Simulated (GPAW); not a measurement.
# The basis that the transmission of N2 in line between two B chains needs, part 2 of 2

Wanted: the zero-bias transmission of N2 in line between two B chains on a ladder of levels, with run times.

GPAW 26.7.0; GPAW LCAO, PAW setups; Landauer transmission from Green's functions with principal layers (ASE), zero bias.

So far, transmission at the Fermi level (one spin): step 2 (double-zeta polarised basis, PBE, GPAW) 1.76; step 3 (basis szp(dzp), PBE, GPAW) 1.70; step 4 (basis sz(dzp), PBE, GPAW) 1.72; step 5 (LDA) 1.75.

## Step 8: Potential alignment off, k-points along the lead 4

Without the shift, lead and junction are matched by their Fermi levels alone. The lead's own mesh along the current sets its density and potential; where the lead is aligned to the junction's end layer, a rigid shift drops out.

This step: GPAW LCAO, PAW setups; Landauer transmission from Green's functions with principal layers (ASE), zero bias (GPAW 26.7.0).

File run.py:

```python
import json
import numpy as np
from ase import Atoms
from ase.transport.calculators import TransportCalculator
from gpaw import GPAW, FermiDirac
from gpaw.lcao.tools import get_lcao_hamiltonian
from scipy.linalg import eigh

# The junction with lead layers at both ends, along the third cell vector
device = Atoms(
    ['B', 'B', 'B', 'B', 'B', 'B', 'N', 'N', 'B', 'B', 'B', 'B', 'B', 'B'],
    positions=[
        [4.50000, 4.50000, 0.77500],
        [4.50000, 4.50000, 2.32500],
        [4.50000, 4.50000, 3.87500],
        [4.50000, 4.50000, 5.42500],
        [4.50000, 4.50000, 6.97500],
        [4.50000, 4.50000, 8.52500],
        [4.50000, 4.50000, 9.87000],
        [4.50000, 4.50000, 11.01000],
        [4.50000, 4.50000, 12.35500],
        [4.50000, 4.50000, 13.90500],
        [4.50000, 4.50000, 15.45500],
        [4.50000, 4.50000, 17.00500],
        [4.50000, 4.50000, 18.55500],
        [4.50000, 4.50000, 20.10500]],
    cell=[[9.0, 0.0, 0.0], [0.0, 9.0, 0.0], [0.0, 0.0, 20.88]],
    pbc=True)

# One principal layer of the lead: the first 4 atoms of the device
lead = Atoms(
    ['B', 'B', 'B', 'B'],
    positions=[
        [4.50000, 4.50000, 0.77500],
        [4.50000, 4.50000, 2.32500],
        [4.50000, 4.50000, 3.87500],
        [4.50000, 4.50000, 5.42500]],
    cell=[[9.0, 0.0, 0.0], [0.0, 9.0, 0.0], [0.0, 0.0, 6.2]],
    pbc=True)

settings = dict(mode='lcao', basis='dzp', xc='PBE', h=0.18,
                occupations=FermiDirac(0.1), maxiter=250,
                mixer=dict(beta=0.1, nmaxold=8, weight=100.0),
                convergence=dict(density=0.0001))
energies = np.arange(-2, 2 + 1e-9, 0.05)
eta = 0.0001
n1, n2 = 1, 1
# k and -k transmit alike, so half of the mesh across the current serves
mesh = [(i, j) for i in range(n1) for j in range(n2) if (i, j) <= (-i % n1, -j % n2)]
weights = np.array([1 if (i, j) == (-i % n1, -j % n2) else 2 for i, j in mesh]) / (n1 * n2)

# [... helper functions left out ...]
fermi_lead = ground_state(lead, (1, 1, 4), 'lead.txt')
fermi_device = ground_state(device, (1, 1, 4), 'device.txt')
# [... loop over the mesh left out, but for ...]
        # Lead and device are aligned by their Fermi levels alone
        shift = 0.0
# [...]
kT = 8.617333e-5 * 77
bias = [0.1, 0.2, 0.5, 1.0, 1.5, 2.0]
# [... integrals and printing left out ...]
```

Command:

```bash
$ OMP_NUM_THREADS=1 OPENBLAS_NUM_THREADS=1 python run.py
```

The program printed:

```text
basis functions: device 182, principal layer 52
Fermi level: lead -4.8950 eV, device -4.6250 eV; lead shifted by 0.0000 eV
largest coupling past the next layer 9.71e-05 eV, largest misfit of the first layer 0.069 eV
  E-E_F (eV)   T (one spin)  [channel counts left out]
    -2.000    1.4443e-13
    -1.950    1.4923e-13
    -1.900    1.5288e-13
    -1.850    1.5603e-13
    -1.800    1.5975e-13
    -1.750    1.6664e-13
    -1.700    1.8550e-13
    -1.650    2.5540e-13
    -1.600    6.4784e-13
    -1.550    7.7788e-12
    -1.500    2.0417e-11
    -1.450    4.3106e-12
    -1.400    3.2998e-12
    -1.350    3.7498e-12
    -1.300    5.3547e-12
    -1.250    9.1308e-12
[...]
1.650    1.5405e+00
     1.700    1.5411e+00
     1.750    1.5417e+00
     1.800    1.5425e+00
     1.850    1.5433e+00
     1.900    1.5440e+00
     1.950    1.5448e+00
     2.000    1.5455e+00
conductance at 77 K: 1.7671 G0 a cell; thermopower -0.006363 uV/K
current from the zero-bias T(E) at 0.1 V: 13.689 uA
current from the zero-bias T(E) at 0.2 V: 27.357 uA
current from the zero-bias T(E) at 0.5 V: 67.959 uA
current from the zero-bias T(E) at 1.0 V: 132.62 uA
current from the zero-bias T(E) at 1.5 V: 190.17 uA
current from the zero-bias T(E) at 2.0 V: 230.42 uA
```

Elapsed: 85 s, on 1 thread of AMD EPYC 7R43, shared host; peak memory 0.96 GiB.

The run finished with changed settings (align = false and lead_nz = 4); it serves as a test.

Side by side:

| quantity | this run | sound run | difference |
| --- | --- | --- | --- |
| conductance (G₀) | 1.7671 | 1.7573 | 0.00982 |
| largest coupling past the next principal layer (eV) | 9.712e-5 | 9.712e-5 | -4.6e-9 |
| largest misfit of the first principal layer (eV) | 0.069151 | 0.069151 | 1.7e-11 |
| shift that aligns the lead (eV) | 0 | -0.0063555 | 0.00636 |
| transmission at the Fermi level (one spin) | 1.7672 | 1.7575 | 0.00972 |

## Step 9: A second varied run

A last run, with other settings again.

Edit run.py of step 8 so:

```diff
@@ -41,3 +41,3 @@
 settings = dict(mode='lcao', basis='dzp', xc='PBE', h=0.18,
-                occupations=FermiDirac(0.1), maxiter=250,
+                occupations=FermiDirac(0.1), maxiter=100,
                 mixer=dict(beta=0.1, nmaxold=8, weight=100.0),
@@ -45,3 +45,3 @@
 energies = np.arange(-2, 2 + 1e-9, 0.05)
-eta = 0.0001
+eta = 0.2
 n1, n2 = 1, 1
@@ -52,7 +52,7 @@
 # [... helper functions left out ...]
-fermi_lead = ground_state(lead, (1, 1, 4), 'lead.txt')
+fermi_lead = ground_state(lead, (1, 1, 18), 'lead.txt')
 fermi_device = ground_state(device, (1, 1, 4), 'device.txt')
 # [... loop over the mesh left out, but for ...]
-        # Lead and device are aligned by their Fermi levels alone
-        shift = 0.0
+        # Shift the lead onto the potential of the device's first layer
+        shift = ((H[:, 0, 0] - H0[:, 0, 0]) / S0[0, 0]).real.mean()
 # [...]
```

The program printed:

```text
basis functions: device 182, principal layer 52
Fermi level: lead -4.8867 eV, device -4.6250 eV; lead shifted by -0.0064 eV
largest coupling past the next layer 9.71e-05 eV, largest misfit of the first layer 0.069 eV
  E-E_F (eV)   T (one spin)  [channel counts left out]
    -2.000    4.5055e-07
    -1.950    4.6207e-07
    -1.900    4.7103e-07
    -1.850    4.7866e-07
    -1.800    4.8682e-07
    -1.750    4.9905e-07
    -1.700    5.2301e-07
    -1.650    5.7562e-07
    -1.600    6.9090e-07
    -1.550    9.2417e-07
    -1.500    1.3416e-06
    -1.450    2.0181e-06
    -1.400    3.0975e-06
    -1.350    4.9219e-06
    -1.300    8.2584e-06
    -1.250    1.4832e-05
[...]
1.650    4.3680e-01
     1.700    4.4096e-01
     1.750    4.4510e-01
     1.800    4.4921e-01
     1.850    4.5329e-01
     1.900    4.5733e-01
     1.950    4.6133e-01
     2.000    4.6528e-01
conductance at 77 K: 0.23905 G0 a cell; thermopower -1.815 uV/K
current from the zero-bias T(E) at 0.1 V: 1.8512 uA
current from the zero-bias T(E) at 0.2 V: 3.6977 uA
current from the zero-bias T(E) at 0.5 V: 9.1627 uA
current from the zero-bias T(E) at 1.0 V: 17.779 uA
current from the zero-bias T(E) at 1.5 V: 25.544 uA
current from the zero-bias T(E) at 2.0 V: 32.853 uA
```

Run time: 94 s. Hardware: 1 thread; peak memory 0.97 GiB.

The run finished. A setting was moved off its sound value on purpose, so it serves as a test and not as the result.

The fault put into the input: a broadening of tenths of an eV (eta = 0.2).

The two runs compared:

| quantity | this run | sound run | difference |
| --- | --- | --- | --- |
| conductance (G₀) | 0.23905 | 1.7573 | -1.52 |
| largest misfit of the first principal layer (eV) | 0.069151 | 0.069151 | -5.0e-15 |
| shift that aligns the lead (eV) | -0.0063555 | -0.0063555 | 5.3e-15 |
| transmission at the Fermi level (one spin) | 0.23914 | 1.7575 | -1.52 |

The two runs differ clearly in the conductance: 0.239 G₀ against 1.76 G₀.

## Step 10: Summary of results

```yaml
conductance: 1.76 G₀
transmission_at_the_fermi_level_mean_of_the_spins: 1.76
thermopower: about 0 (under 1.5 μV/K)
```

In the dzp basis the junction conducts 1.76 G₀ at 77 K, with T = 1.76 a spin at the Fermi level; the sz basis reaches that conductance within 10 %. At the Fermi level two eigenchannels carry the current (0.88 and 0.88). Measured against the first run (dzp), the nearest curve is that of dzp-LDA (r.m.s. 0.010) and the farthest that of szp (0.18). Over the compared runs wall time goes from 50 s (sz) to 97 s (dzp), on a shared host. The geometry was built from estimated bond lengths and not relaxed, so the numbers describe this model structure. An evenly spaced straight chain is an idealisation: free chains tend to dimerise, zigzag or, where a band edge lies near the Fermi level, turn magnetic. The currents use the zero-bias T(E) throughout, which holds only while the bias is small against the distance to the nearest feature. The energy step is wider than the thermal energy, so the conductance and thermopower rest on interpolation of T(E).

[Logs are printed without paths, hosts, clocks, repeated set-up lines and the standing remarks that a program may print on its own settings, such as how far it seeks lower states.]

[Hosts, paths, dates, database ids (printed as entryN), source tags and the programs' standing remarks are cut or masked in the printed files.]
